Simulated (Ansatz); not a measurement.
# CaTiSe3 (model cell, started as cubic perovskite with Ti in the octahedra): following an unstable mode

Aim: this structure of CaTiSe3 (model cell, started as cubic perovskite with Ti in the octahedra) is to be tested for unstable modes, and one is followed downhill.

Method: DFT PBEsol, scalar-relativistic, plane waves, PAW; PAW set soft_1, in Ansatz 0.2.0.

The structure was built from a prototype and need not be the compound's stable phase.

## Step 1: Set-up

The structure is cubic, space group Pm-3m (No. 221). Conventional cell: a = 4.921 Å, b = 4.921 Å, c = 4.921 Å, α = 90.00°, β = 90.00°, γ = 90.00°. Ca has 12 Se at 3.48 Å nearest. Nearest to Ti lie 6 Se at 2.46 Å. Nearest to Se lie 2 Ti at 2.46 Å and 4 Ca at 3.48 Å. Farther neighbours and most contacts between anions are not listed.

## Step 2: Phonons on a q mesh

The cell comes from relaxations at this level that are not shown. Stability and thermal properties need the whole zone. Linear response on a 2×2×2 q mesh gives force constants as far as a supercell of that size would.

input.yaml

```yaml
crystal:
  lattice:
    - [4.9205037157, 0.0, 0.0]
    - [0.0, 4.9205037157, 0.0]
    - [0.0, 0.0, 4.9205037157]
  atoms:
    - { symbol: Ca, position: [0.0, 0.0, 0.0] }
    - { symbol: Ti, position: [0.5, 0.5, 0.5] }
    - { symbol: Se, position: [0.5, 0.5, 0.0] }
    - { symbol: Se, position: [0.5, 0.0, 0.5] }
    - { symbol: Se, position: [0.0, 0.5, 0.5] }
kpoints:
  mp_grid: { grid: [8, 8, 8] }
hamiltonian:
  xc: pbesol
  pseudopotentials: { kind: paw, azcp: { folder: soft_1 }, xc_functional: pbe }
scf:
  occupations: { method: methfessel_paxton, width: 0.2 }
output:
  eigenvalues: true
phonons:
  method: dfpt
  qmesh: [2, 2, 2]
  temperatures: { t_max: 1000, t_step: 50 }
  qpath:
    path:
      - [[0.0, 0.0, 0.0], [0.0, 0.5, 0.0], [0.5, 0.5, 0.0], [0.0, 0.0, 0.0], [0.5, 0.5, 0.5], [0.0, 0.5, 0.0]]
      - [[0.5, 0.5, 0.5], [0.5, 0.5, 0.0]]
    npoints: 10
```

On the command line:

```bash
ansatz run input.yaml --threads 4 --pin off --max-ram 16384MiB --backend cpu --events-out ev --progress --plain --runs-dir out
```

Numbers of over 12 decimals in the logs are rounded to 6 here.

What it wrote:

```text
Engine: ansatz 0.2.0, aarch64-unknown-linux-gnu
Pseudopotentials: kind: paw
Pseudopotential: Ca, paw, valence charge 10, recommended cutoff 420 eV (normal), soft_1/Ca.paw.azcp
Pseudopotential: Ti, paw, valence charge 12, recommended cutoff 420 eV (normal), soft_1/Ti.paw.azcp
Pseudopotential: Se, paw, valence charge 16, recommended cutoff 420 eV (normal), soft_1/Se.paw.azcp
Functional definition: PBEsol
  exchange = pbesol_x
  correlation = pbesol_c
Crystal: 5 atoms, lattice volume = 119.132 Å³
Basis set: ecut = 420 eV, 2325 PW (Γ), exchange–correlation on 72×72×72 points (8 copies of the dense FFT grid, shifted against one another)
Bands: 42, of which v1, the nominal top of the filled ones, is band 35 counted from 1 (34 counted from 0)
Symmetry: 48 space group operations
k-points: 35 of 512
Non-local potential: Ca, projectors of the file, l = 0: 3, l = 1: 2, l = 2: 2
Non-local potential: Ti, projectors of the file, l = 0: 3, l = 1: 2, l = 2: 3, l = 3: 1
Non-local potential: Se, projectors of the file, l = 0: 2, l = 1: 2, l = 2: 3, l = 3: 1
PAW form: soft (Blöchl's): semilocal exchange-correlation on the pseudo side does not see the compensation charge
PAW frozen core: Ca, regenerated for the run's functional, and the local potential with it (the file was generated under x = pbe(κ = 0.804, μ = 0.219515), c = pbe(β = 0.066725))
PAW frozen core: Ti, regenerated for the run's functional, and the local potential with it (the file was generated under x = pbe(κ = 0.804, μ = 0.219515), c = pbe(β = 0.066725))
PAW frozen core: Se, regenerated for the run's functional, and the local potential with it (the file was generated under x = pbe(κ = 0.804, μ = 0.219515), c = pbe(β = 0.066725))
PAW one-centre angular grid: Ca, 110 points (default); XC on 64 Gauss nodes
PAW one-centre angular grid: Ti, 590 points (default); XC on 64 Gauss nodes
PAW one-centre angular grid: Se, 590 points (default); XC on 64 Gauss nodes
Initial density: superposition of atomic densities (chi_scale 0.1, normalization cell, long waves kept (reshape's long-wave potential 0.00 eV rms))
Initial wavefunctions: pseudopotential atomic-orbital guess
Functional: x = pbesol(κ = 0.804, μ = 0.123457), c = pbesol(β = 0.046)
SCF iter   1: F=—  HF=-20548.852569 eV  |F-HF|=—  |Δ(HF+E_count)|=         —  Δρ=1.06e-1  dr2=2.61e1  ethr=3.10e-3  ⟨swp⟩=6.9  Hψ=5603  notcnv=0
preconditioner: auto → Kerker (q_TF=auto, 2.497 Å⁻¹)  [metal: Δε(μ)=0.059 eV  Ē_g=6.186 eV  σ=0.200 eV  W_gap=0.25  n_scr=26 (ndim 8)  ℏωp=16.7 eV  f_vac=0.000  D(μ)=3.87/eV (n_scr^D=26)]
SCF iter   2: F=—  HF=-20546.801212 eV  |F-HF|=—  |Δ(HF+E_count)|=    2.05e0  S|Δr|=    0.00e0  Δρ=5.34e-2  dr2=7.10e0  ethr=3.10e-3  ⟨swp⟩=3.0  Hψ=2600  notcnv=0  defer=3
SCF iter   3: F=—  HF=-20546.045561 eV  |F-HF|=—  |Δ(HF+E_count)|=   7.56e-1  S|Δr|=    0.00e0  Δρ=8.66e-3  dr2=1.38e-1  ethr=3.10e-3  ⟨swp⟩=3.3  Hψ=2263  notcnv=0  defer=3
SCF iter   4: F=—  HF=-20546.032940 eV  |F-HF|=—  |Δ(HF+E_count)|=   1.26e-2  S|Δr|=    0.00e0  Δρ=3.33e-3  dr2=1.63e-2  ethr=1.97e-4  ⟨swp⟩=2.1  Hψ=3061  notcnv=0  defer=14
SCF iter   5: F=—  HF=-20546.032086 eV  |F-HF|=—  |Δ(HF+E_count)|=   8.54e-4  S|Δr|=    0.00e0  Δρ=1.18e-3  dr2=2.32e-3  ethr=2.33e-5  ⟨swp⟩=2.0  Hψ=2632  notcnv=0  defer=14
SCF iter   6: F=—  HF=-20546.032170 eV  |F-HF|=—  |Δ(HF+E_count)|=   8.40e-5  S|Δr|=    0.00e0  Δρ=5.09e-4  dr2=4.70e-4  ethr=3.31e-6  ⟨swp⟩=2.0  Hψ=2101  notcnv=0  defer=14
SCF iter   7: F=—  HF=-20546.032246 eV  |F-HF|=—  |Δ(HF+E_count)|=   7.62e-5  S|Δr|=    0.00e0  Δρ=1.29e-4  dr2=4.01e-5  ethr=6.71e-7  ⟨swp⟩=2.0  Hψ=1863  notcnv=0  defer=14
SCF iter   8: F=—  HF=-20546.032248 eV  |F-HF|=—  |Δ(HF+E_count)|=   1.76e-6  S|Δr|=    0.00e0  Δρ=5.23e-5  dr2=6.04e-6  ethr=5.72e-8  ⟨swp⟩=2.1  Hψ=1721  notcnv=0  defer=14
SCF iter   9: F=—  HF=-20546.032245 eV  |F-HF|=—  |Δ(HF+E_count)|=   2.54e-6  S|Δr|=    0.00e0  Δρ=1.09e-5  dr2=2.75e-7  ethr=8.62e-9  ⟨swp⟩=2.0  Hψ=2039  notcnv=0  defer=14
SCF iter  10: F=—  HF=-20546.032245 eV  |F-HF|=—  |Δ(HF+E_count)|=   3.96e-8  S|Δr|=    0.00e0  Δρ=3.44e-6  dr2=2.47e-8  ethr=3.92e-10  ⟨swp⟩=2.0  Hψ=2628  notcnv=0  defer=16
SCF iter  11: F=—  HF=-20546.032245 eV  |F-HF|=—  |Δ(HF+E_count)|=   2.06e-9  S|Δr|=    0.00e0  Δρ=1.04e-6  dr2=2.67e-9  ethr=3.52e-11  ⟨swp⟩=3.0  Hψ=2775  notcnv=0  defer=16
SCF iter  12: F=—  HF=-20546.032245 eV  |F-HF|=—  |Δ(HF+E_count)|=  8.73e-11  S|Δr|=    0.00e0  Δρ=3.13e-7  dr2=1.60e-10  ethr=3.81e-12  ⟨swp⟩=2.1  Hψ=1815  notcnv=0  defer=16
SCF iter  13: F=—  HF=-20546.032245 eV  |F-HF|=—  |Δ(HF+E_count)|=  3.27e-11  S|Δr|=    0.00e0  Δρ=1.08e-7  dr2=1.84e-11  ethr=1.00e-12  ⟨swp⟩=1.2  Hψ=1515  notcnv=0  defer=16
SCF iter  14: F=-20546.032245 eV  HF=-20546.032245 eV  |F-HF|=3.64e-12  |Δ(HF+E_count)|=  7.28e-12  S|Δr|=    0.00e0  Δρ=1.85e-8  dr2=4.29e-13  ethr=1.00e-12  ⟨swp⟩=8.8  Hψ=7305  notcnv=0
SCF 1 converged in 14 iterations: F = -20546.032245 eV  dr2 = 4.29e-13
  greatest PAW one-centre occupation: 1.000 electrons in one spin orbital (limit 2), on the Se atom at site 3 (counted from 0), in its partial waves of l = 2
Initial density: read from a saved state, or passed on in memory by an earlier SCF of this step, an earlier step, the calling program or the single point that the run made first
iter 1 solved again at ethr=1.80e-7 eV; its pass at ethr=3.10e-3 eV (dr2=1.26e-4 eV) is discarded
SCF iter   1: F=—  HF=-20546.032246 eV  |F-HF|=—  |Δ(HF+E_count)|=         —  Δρ=2.69e-7  dr2=4.54e-11  ethr=1.80e-7  ⟨swp⟩=3.2  Hψ=9330  notcnv=0
eigensolver tolerance schedule: the retry pair's looser diagonalisation over-reported the residual by 2773667.85 of it (diagonalisation noise at an unbounded share of the residual, at the tolerance the schedule requests for it); recorded, not acted on — ethr = c·dr2/N_el stays at c = 1.0e-1
preconditioner: auto → LDOS  [metal: Δε(μ)=0.102 eV  Ē_g=7.233 eV  σ=0.200 eV  W_gap=0.41  n_scr=26 (ndim 8)  ℏωp=16.7 eV  f_vac=0.012  D(μ)=2.28/eV (n_scr^D=18)  β→1.0]
SCF iter   2: F=—  HF=-20546.032245 eV  |F-HF|=—  |Δ(HF+E_count)|=   9.21e-7  S|Δr|=    0.00e0  Δρ=3.41e-7  dr2=8.90e-11  ethr=1.00e-12  ⟨swp⟩=3.7  Hψ=4156  notcnv=0
SCF iter   3: F=—  HF=-20546.032245 eV  |F-HF|=—  |Δ(HF+E_count)|=  5.09e-11  S|Δr|=    0.00e0  Δρ=1.56e-7  dr2=1.55e-11  ethr=1.00e-12  ⟨swp⟩=1.0  Hψ=1470  notcnv=0
SCF iter   4: F=-20546.032245 eV  HF=-20546.032245 eV  |F-HF|=3.64e-12  |Δ(HF+E_count)|=  3.64e-12  S|Δr|=    0.00e0  Δρ=1.06e-7  dr2=6.72e-12  ethr=1.00e-12  ⟨swp⟩=3.3  Hψ=3224  notcnv=0
SCF 2 converged in 4 iterations: F = -20546.032245 eV  dr2 = 6.72e-12
  greatest PAW one-centre occupation: 1.000 electrons in one spin orbital (limit 2), on the Se atom at site 2 (counted from 0), in its partial waves of l = 2
phonons: the bands overlap, so this run is a metal and interpolates without the dipole-dipole term. If the crystal is really an insulator or semiconductor, its LO-TO splitting is missing
NSCF: frozen V_eff on 35 k-points
NSCF: frozen V_eff on 125 k-points
DFPT response loops at q = (0, 0, 0) (fractional): preconditioner auto → Kerker (q_TF=auto, 2.497 Å⁻¹) (partly filled bands, converged f_vac=0.012); β = 1.00, the filter's whole step (`scf.mixing.beta` (0.50) is not read by the response loops under this deck's `scf.mixing.preconditioner`; to damp them name `kerker` or `kerker_dos`, under which they read `scf.mixing.beta`, and type it under 1.00, their step now; both keys bind the ground state too); Broyden in place of MSR1
NSCF: frozen V_eff on 250 k-points
DFPT response loops at q = (0, 0, -0.5) (fractional): mixed as the last ones told, above
NSCF: frozen V_eff on 250 k-points
DFPT response loops at q = (0, -0.5, -0.5) (fractional): mixed as the last ones told, above
NSCF: frozen V_eff on 250 k-points
DFPT response loops at q = (-0.5, -0.5, -0.5) (fractional): mixed as the last ones told, above
SCF converged after 14 iterations
Stability not checked: this state was not tested for a lower state beside it, because cold or Methfessel-Paxton smearing, or corrected tetrahedra, fill the levels in a way that the test cannot read (fill_not_monotonic; see scf.lower_state_search)
Free energy (F): -20546.032245 eV
Harris-Foulkes:  -20546.032245 eV  (|F-HF|=3.64e-12)
Internal energy: -20546.032627 eV  (E = F + TS)
E sigma→0 (E₀):  -20546.032341 eV
Entropy (-TS):   0.000382 eV (0.076 meV/atom)
Fermi energy:    8.852161 eV
Step filling:    the computed levels leave a gap of 0.0225 eV = 0.1 smearing widths at the electron count; against every level under it full and every level over it empty, smearing changes F+E_penalty+E_count by +2.624 meV and its σ→0 estimate by +2.528 meV
--- Per-component energies (eV) ---
  E_band       = -1474.259303
  E_kinetic    = 867.825111
  E_local      = -10196.540249  (includes V_loc(G=0)·N_el)
  E_nonlocal   = -907.400703
  E_hartree    = 5074.779067
  E_xc         = -497.133073
  E_vxc        = -576.008444  (∫ρ·V_xc dr)
  E_paw        = -8118.587036  (= ΣΔE_a)
  E_vpaw       = -811.692027  (= ΣTr[D̂ρ^β])
  E_aug_tail   = -0.001177  (compensation charges beyond the density's cutoff)
  E_ewald      = -6772.258102
  E_core_change = 3.283534  (= ΣΔE_core)
  E_smearing   = 0.000382  (= −TS)
  E_closure    = 0.000000  (closes the sum)
  Σ components = -20546.032245   (vs F -20546.032245, Δ=0.00e0)
--- Band table (eV; the first three rows and the last of 35) ---
  k-point 0: bands = [... 31 lower, 7.4615, 8.3525, 8.3525, 8.3525, 8.4259, 8.4259, 8.4259, 9.7084, ... 3 higher]
  k-point 1: bands = [... 31 lower, 7.2760, 7.7641, 8.1581, 8.1581, 8.3670, 8.9785, 8.9785, 9.7554, ... 3 higher]
  k-point 2: bands = [... 31 lower, 6.7465, 6.9140, 8.0775, 8.0775, 8.4028, 9.6191, 9.6191, 9.8121, ... 3 higher]
  k-point 34: bands = [... 31 lower, 5.1082, 9.0991, 9.0991, 9.0991, 10.1272, 10.1605, 10.1605, 10.1605, ... 3 higher]
--- Phonons (Γ-DFPT): 4 representative perturbations + reference (Σ response iterations 13) ---
  ASR residual: 3.054e-5 → 0.000e0 eV/Å²; symmetrization residual: 1.033e-5 eV/Å²
  ASR residual per site (eV/Å²): 3.05e-5 1.55e-5 7.94e-6 7.94e-6 7.94e-6
  Γ frequencies (cm⁻¹): -96.72 -96.72 -96.72 -57.43 -57.43 -57.43 -45.76 -45.76 -45.76 0.00 0.00 0.00 260.03 260.03 260.03
--- Phonons (arbitrary-q DFPT): 4 irreducible q on the 2×2×2 mesh ---
  q = [0.0000, 0.0000, 0.0000] (star 1, of the zone-centre solve; hermiticity 1.66e-6, symmetrization 6.13e-12): -96.72 -96.72 -96.72 -57.43 -57.43 -57.43 -45.76 -45.76 -45.76 -0.00 -0.00 0.00 260.03 260.03 260.03
  q = [0.0000, 0.0000, -0.5000] (star 3, 9 solved perturbations in 975 linear systems a pass and spin channel, the states on 125 of 512 k-point pairs; hermiticity 9.67e-7, symmetrization 2.54e-12): -87.32 -87.32 -54.95 -54.95 -45.02 -40.60 -40.60 -9.67 69.94 69.94 81.86 240.64 248.51 258.63 258.63
  q = [0.0000, -0.5000, -0.5000] (star 3, 9 solved perturbations in 975 linear systems a pass and spin channel, the states on 125 of 512 k-point pairs; hermiticity 1.08e-6, symmetrization 5.55e-13): -101.09 -91.02 -91.02 -68.10 -61.60 62.17 62.17 63.80 63.80 120.44 143.41 243.41 243.41 257.97 265.16
  q = [-0.5000, -0.5000, -0.5000] (star 1, 4 solved perturbations in 350 linear systems a pass and spin channel, the states on 125 of 512 k-point pairs; hermiticity 2.67e-7, symmetrization 2.92e-12): -103.76 -103.76 -103.76 -88.73 -88.73 -88.73 73.10 73.10 115.40 115.40 115.40 243.57 243.57 243.57 279.80
  sum rule: each row above includes the acoustic sum rule's correction from the zone centre's row sums; it moved no ω² by more than (0.46 cm⁻¹)²
  mesh force constants: q→R imaginary residual 4.11e-18; ASR residual 3.054e-5 → 0.000e0 eV/Å²; symmetrization residual 8.882e-15 eV/Å²
  interpolated dispersion: 62 rows × 15 modes
  density of states and harmonic sums: on the 14×14×14 q-mesh, interpolated from the force constants of a 2×2×2 supercell (no non-analytic term)
  largest difference from the sums on the solved wave vectors: F 2.33e-1 eV, S 3.19e-4 and C_V 8.71e-5 eV/K
  zero-point energy: 0.084999 eV/cell   skipped modes (ω ≤ 0): 749, of them read as no rigid motion or as one in doubt: 746 (6.116e0 modes/cell left out, lowest -103.76 cm⁻¹)   left out of the sums: 4.08e-1 of the cell's modes: C_V's classical limit lies that fraction below 3 k_B per atom; for a crystal, a wire or a layer, F and S can be off by more, and a phonons.interpolated_qmesh denser along its periods is the remedy for the sampling
```

It took 7.6 min on 4 threads of Arm Neoverse V1, shared host; peak memory 1.9 GiB.

In the SCF lines HF is the Harris–Foulkes energy and dr2 the Hartree energy of the density residual, in eV; the loop may stop once dr2 is under the threshold and the program's other checks hold. Hψ counts applications of the Hamiltonian.

Numbers from this step:

```
volume per atom                                         : 23.83 Å³
gap on the k-mesh                                       : 0 eV
sum-rule residual before enforcement                    : 3.05e-5 eV/Å²
lowest frequency on the path                            : -103.8 cm⁻¹
point group                                             : m-3m
highest frequency on the path or at a solved wavevector : 288.5 cm⁻¹
highest optical mode at the zone centre (no LO-TO term) : 260.0 cm⁻¹
lowest optical zone-centre mode                         : -96.72 cm⁻¹
lowest mode on the q mesh (acoustic modes at Γ apart)   : -103.8 cm⁻¹
```

Frequencies (cm⁻¹) solved at each irreducible wavevector; negative means imaginary. Frequencies by wavevector, by row:

```
q in reciprocal lattice units  star  mode 1  mode 2  mode 3  mode 4  mode 13  mode 14  mode 15
                        0 0 0     1   -96.7   -96.7   -96.7   -57.4      260      260      260
                     0 0 -0.5     3   -87.3   -87.3     -55     -55    248.5    258.6    258.6
                  0 -0.5 -0.5     3  -101.1     -91     -91   -68.1    243.4      258    265.2
               -0.5 -0.5 -0.5     1  -103.8  -103.8  -103.8   -88.7    243.6    243.6    279.8
```

Interpolated from a 2×2×2 q mesh. The phonon branches at the labelled points (cm⁻¹):

```
    point  branch 1  branch 2  branch 3  branch 4  branch 12  branch 13  branch 14  branch 15
        Γ       -97       -97       -97       -57          0        260        260        260
  halfway       -92       -92       -73       -52        154        259        259        262
        X       -87       -87       -55       -55        241        248        259        259
  halfway       -90       -81       -79       -77        217        242        258        272
        M      -101       -91       -91       -68        243        243        258        265
  halfway       -88       -86       -82       -69        161        243        259        274
        Γ       -97       -97       -97       -57          0        260        260        260
  halfway       -86       -85       -85       -74        168        240        240        286
        R      -104      -104      -104       -89        244        244        244        280
  halfway       -88       -86       -84       -82        205        238        243        286
        X       -87       -87       -55       -55        241        248        259        259
jump to R      -104      -104      -104       -89        244        244        244        280
  halfway      -102       -91       -91       -79        220        243        243        285
        M      -101       -91       -91       -68        243        243        258        265
```

Symmetry leaves 4 wavevectors to solve. The lowest mode among them, the acoustic zeros apart, lies at q = (-0.5, -0.5, -0.5) and is imaginary, 103.8i cm⁻¹, so the energy falls along it.

## Step 3: The mode frozen in, largest atomic shift 0 Å

The mode followed lies at q = (-0.5, -0.5, -0.5) with frequency 103.8i cm⁻¹ and is 3-fold degenerate, the softest among the wavevectors solved. At small amplitude the distorted cell has space group no. 140 by a symmetry search on the positions. The undistorted cell that holds it gives the zero of energy on the same k mesh.

System of this step: CaTiSe3 (model cell, started as cubic perovskite with Ti in the octahedra). Symmetry: Pm-3m, No. 221, cubic system. The conventional cell has a = 4.921 Å, b = 4.921 Å, c = 4.921 Å, α = 90.00°, β = 90.00°, γ = 90.00°. Ca has 12 Se at 3.48 Å nearest. Nearest to Ti lie 6 Se at 2.46 Å. Se has 2 Ti at 2.46 Å and 4 Ca at 3.48 Å nearest. Farther neighbours and most contacts between anions are not listed.

input.yaml, the sections that differ from step 2:

```yaml
crystal:
  lattice:
    - [4.9205037157, 4.9205037157, 0.0]
    - [4.9205037157, 0.0, 4.9205037157]
    - [4.9205037157, 0.0, -4.9205037157]
  atoms:
    - { symbol: Ca, position: [0.0, 0.0, 0.0] }
    - { symbol: Ca, position: [0.0, 0.5, 0.5] }
    - { symbol: Ti, position: [0.5, 0.25, 0.75] }
    - { symbol: Ti, position: [0.5, 0.75, 0.25] }
    - { symbol: Se, position: [0.5, 0.0, 0.0] }
    - { symbol: Se, position: [0.5, 0.5, 0.5] }
    - { symbol: Se, position: [0.0, 0.5, 0.0] }
    - { symbol: Se, position: [0.0, 0.0, 0.5] }
    - { symbol: Se, position: [0.5, 0.0, 0.5] }
    - { symbol: Se, position: [0.5, 0.5, 0.0] }
output:
  forces: true
  stress: true
  eigenvalues: true
# kpoints, hamiltonian, scf: as in step 2
# phonons: removed
```

What it wrote:

```text
[...]
Crystal: 10 atoms, lattice volume = 238.264 Å³
Basis set: ecut = 420 eV, 4645 PW (Γ), exchange–correlation on 96×96×96 points (8 copies of the dense FFT grid, shifted against one another)
Bands: 84, of which v1, the nominal top of the filled ones, is band 70 counted from 1 (69 counted from 0)
Symmetry: 96 space group operations
[...]
k-points: 29 of 512
[...]
k-point 0: bands = [... 66 lower, 8.3867, 8.4255, 8.4255, 8.4255, 9.0907, 9.0907, 9.0907, 9.7446, ... 10 higher]
  k-point 1: bands = [... 66 lower, 8.1844, 8.7132, 8.7132, 8.7247, 8.8803, 8.8803, 9.0058, 9.9571, ... 10 higher]
  k-point 2: bands = [... 66 lower, 7.9027, 8.4321, 8.4321, 8.7789, 8.9445, 9.0674, 9.0674, 9.8854, ... 10 higher]
  k-point 28: bands = [... 66 lower, 6.9589, 6.9589, 7.9460, 7.9460, 9.5901, 9.5901, 9.9966, 9.9966, ... 10 higher]
[key lines of the parts left out:]
SCF converged after 10 iterations
Free energy (F): -41092.077784 eV
Fermi energy:    8.827462 eV
P = ⅓ Tr σ = -0.0658 GPa (-0.658 kbar)
```

Run time: 12 s. Hardware: 4 threads; peak memory 1 GiB; 45 s of CPU time.

Numbers from this step:

```yaml
pressure: -0.06582 GPa
energy_from_the_undistorted_cell: 0 meV/atom
```

The run ends at a pressure of -0.07 GPa.

(Continued in part 2 of 3.)

[Logs are printed without paths, hosts, clocks, repeated set-up lines and the standing remarks that a program may print on its own settings, such as how far it seeks lower states.]

[Hosts, paths, dates, database ids (printed as entryN), source tags and the programs' standing remarks are cut or masked in the printed files.]
